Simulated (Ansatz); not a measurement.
# GaAs (F-43m): the PBE gap against the k mesh of the density

How far can the k mesh of the density be lowered for the gap of GaAs (F-43m)?

Main program and level: Ansatz 0.2.0; DFT, PBE, plane waves, PAW.

Most raw output is cut from this account.

**1. Set-up**

Symmetry: F-43m, No. 216, cubic system. The conventional cell has a = 5.654 Å, b = 5.654 Å, c = 5.654 Å, α = 90.00°, β = 90.00°, γ = 90.00°. Ga has 4 As at 2.45 Å nearest. As has 4 Ga at 2.45 Å nearest. Farther neighbours are not listed.

The cell and positions come from the Crystallography Open Database and are kept as given unless a step says otherwise. The default PAW set here is soft_2. Its files were made with PBE.

**2. k mesh of the density: 2×2×2**

input.yaml reads:

```yaml
crystal:
  lattice:
    - [0.0, 2.82685, 2.82685]
    - [2.82685, 0.0, 2.82685]
    - [2.82685, 2.82685, 0.0]
  atoms:
    - { symbol: Ga, position: [0.0, 0.0, 0.0] }
    - { symbol: As, position: [0.25, 0.25, 0.25] }
kpoints:
  mp_grid: { grid: [2, 2, 2] }
  band_path:
    path:
      - [0.0, 0.0, 0.0]
      - [-0.5, -0.5, 0.0]
      - [-0.375, -0.375, 0.25]
      - [-0.375, 0.0, 0.375]
      - [0.0, 0.0, 0.5]
      - [-0.5, -0.25, 0.25]
    npoints: 1
hamiltonian:
  xc: pbe
scf:
  occupations: { method: fixed }
  n_extra_bands: 4
output:
  eigenvalues: true
```

Run with:

```bash
$ ansatz run input.yaml --threads 3 --pin off --max-ram 92160MiB --backend cuda --events-out ev --progress --plain --runs-dir out --devices 1 --max-vram 13GiB  # rebuilt from the run's record
```

The job ended after 3.7 s (1 × NVIDIA H100 80GB HBM3 (shared by 6 runs) with 3 threads of AMD EPYC 7R13 (Zen 3), shared host; peak memory 0.89 GiB; 3.1 s of CPU time).

Numbers from this step:

- gap: 0.4464 eV
- valence top at: Γ
- conduction bottom at: Γ
- least direct gap: 0.4464 eV

The gap is direct, at Γ.

**3. k mesh of the density: 4×4×4**

Changes to input.yaml since step 2:

```diff
@@ -9,3 +9,3 @@
 kpoints:
-  mp_grid: { grid: [2, 2, 2] }
+  mp_grid: { grid: [4, 4, 4] }
   band_path:
```

Wall time 8.4 s (1 × NVIDIA H100 80GB HBM3 (shared by 6 runs) with 3 threads); peak memory 0.9 GiB; 6.9 s of CPU time.

Numbers from this step:

| Quantity | Value |
| --- | --- |
| gap | 0.5045 eV |
| valence top at | Γ |
| conduction bottom at | Γ |
| least direct gap | 0.5045 eV |

The gap is 0.505 eV, +0.058 eV from the run before at this level.

**4. k mesh of the density: 8×8×8 (the default)**

input.yaml, the sections that differ from step 3:

```yaml
kpoints:
  mp_grid: { grid: [8, 8, 8] }
  band_path:
    path:
      - [[0.0, 0.0, 0.0], [-0.5, -0.5, 0.0], [-0.375, -0.375, 0.25]]
      - [[-0.375, 0.0, 0.375], [0.0, 0.0, 0.0], [0.0, 0.0, 0.5], [-0.5, -0.25, 0.25], [-0.5, -0.5, 0.0]]
    npoints: 10
scf:
  occupations: { method: fermi_dirac, width: 0.02 }
  n_extra_bands: 4
output:
  eigenvalues: true
  write_density: true
  write_potential: true
  elf: true
  volumetric_format: npy
# crystal, hamiltonian: as in step 3
```

Wall time 4.1 s (1 × NVIDIA H100 80GB HBM3 (shared by 6 runs) with 3 threads); peak memory 0.92 GiB; 3.5 s of CPU time.

This step gave:

| Property | Result |
| --- | --- |
| gap | 0.5155 eV |
| valence top at | Γ |
| conduction bottom at | Γ |
| least direct gap | 0.5155 eV |

The gap is 0.516 eV, +0.011 eV from the run before at this level.

**5. k mesh of the density: 10×10×10**

input.yaml, the sections that differ from step 4:

```yaml
kpoints:
  mp_grid: { grid: [10, 10, 10] }
  band_path:
    path:
      - [0.0, 0.0, 0.0]
      - [-0.5, -0.5, 0.0]
      - [-0.375, -0.375, 0.25]
      - [-0.375, 0.0, 0.375]
      - [0.0, 0.0, 0.5]
      - [-0.5, -0.25, 0.25]
    npoints: 1
scf:
  occupations: { method: fixed }
  n_extra_bands: 4
# crystal, hamiltonian, output: as in step 4
```

It took 6.2 s on 1 × NVIDIA H100 80GB HBM3 (shared by 6 runs) with 3 threads; peak memory 0.91 GiB; 4.2 s of CPU time.

Numbers from this step:

* gap: 0.5161 eV
* valence top at: Γ
* conduction bottom at: Γ
* least direct gap: 0.5161 eV

The gap is 0.516 eV, +0.001 eV from the run before at this level.

**6. The series**

Differences are against the last row; a negative gap means that bands overlap, and a run with a band path holds that path's time. Times are wall times on 1 × NVIDIA H100 80GB HBM3 (shared by 6 runs) with 3 threads of AMD EPYC 7R13 (Zen 3), shared host, good to a factor of about two.

| k mesh of the density | gap (eV) | direct gap (eV) | gap error (eV) | energy error (meV/atom) | irreducible k | time |
| --- | --- | --- | --- | --- | --- | --- |
| 2×2×2 | 0.446 | 0.446 | −0.070 | +1214.8 | 3 | 3.7 s |
| 4×4×4 | 0.505 | 0.505 | −0.012 | +88.6 | 8 | 8.4 s |
| 8×8×8 | 0.516 | 0.516 | −0.001 | +1.9 | 29 | 4.1 s |
| 10×10×10 | 0.516 | 0.516 | +0.000 | +0.0 | 47 | 6.2 s |

**7. Outcome**

* 2×2×2: 0.446 eV
* 4×4×4: 0.505 eV
* 8×8×8: 0.516 eV
* 10×10×10: 0.516 eV

**Reading.** The gap holds to 0.02 eV from 4×4×4 on. At 2×2×2 the gap is off by −0.070 eV and the energy by +1215 meV/atom. The gap is read over the mesh and added points near the edges, so meshes differ mainly through the density and, for a hybrid, the exchange operator.

[Paths, hosts, dates, memory and timing lines, banners, echoed tables and standing remarks are left out of the program output.]

[Logs are printed without paths, hosts, clocks, repeated set-up lines and the standing remarks that a program may print on its own settings, such as how far it seeks lower states.]

[Runs of the session that timed out or met a known fault of the program may be left out.]

[Cells called generated may have been cut or substituted from an entry of the Crystallography Open Database or the Materials Project.]

[Hosts, paths, dates, database ids (printed as entryN), source tags and the programs' standing remarks are cut or masked in the printed files.]
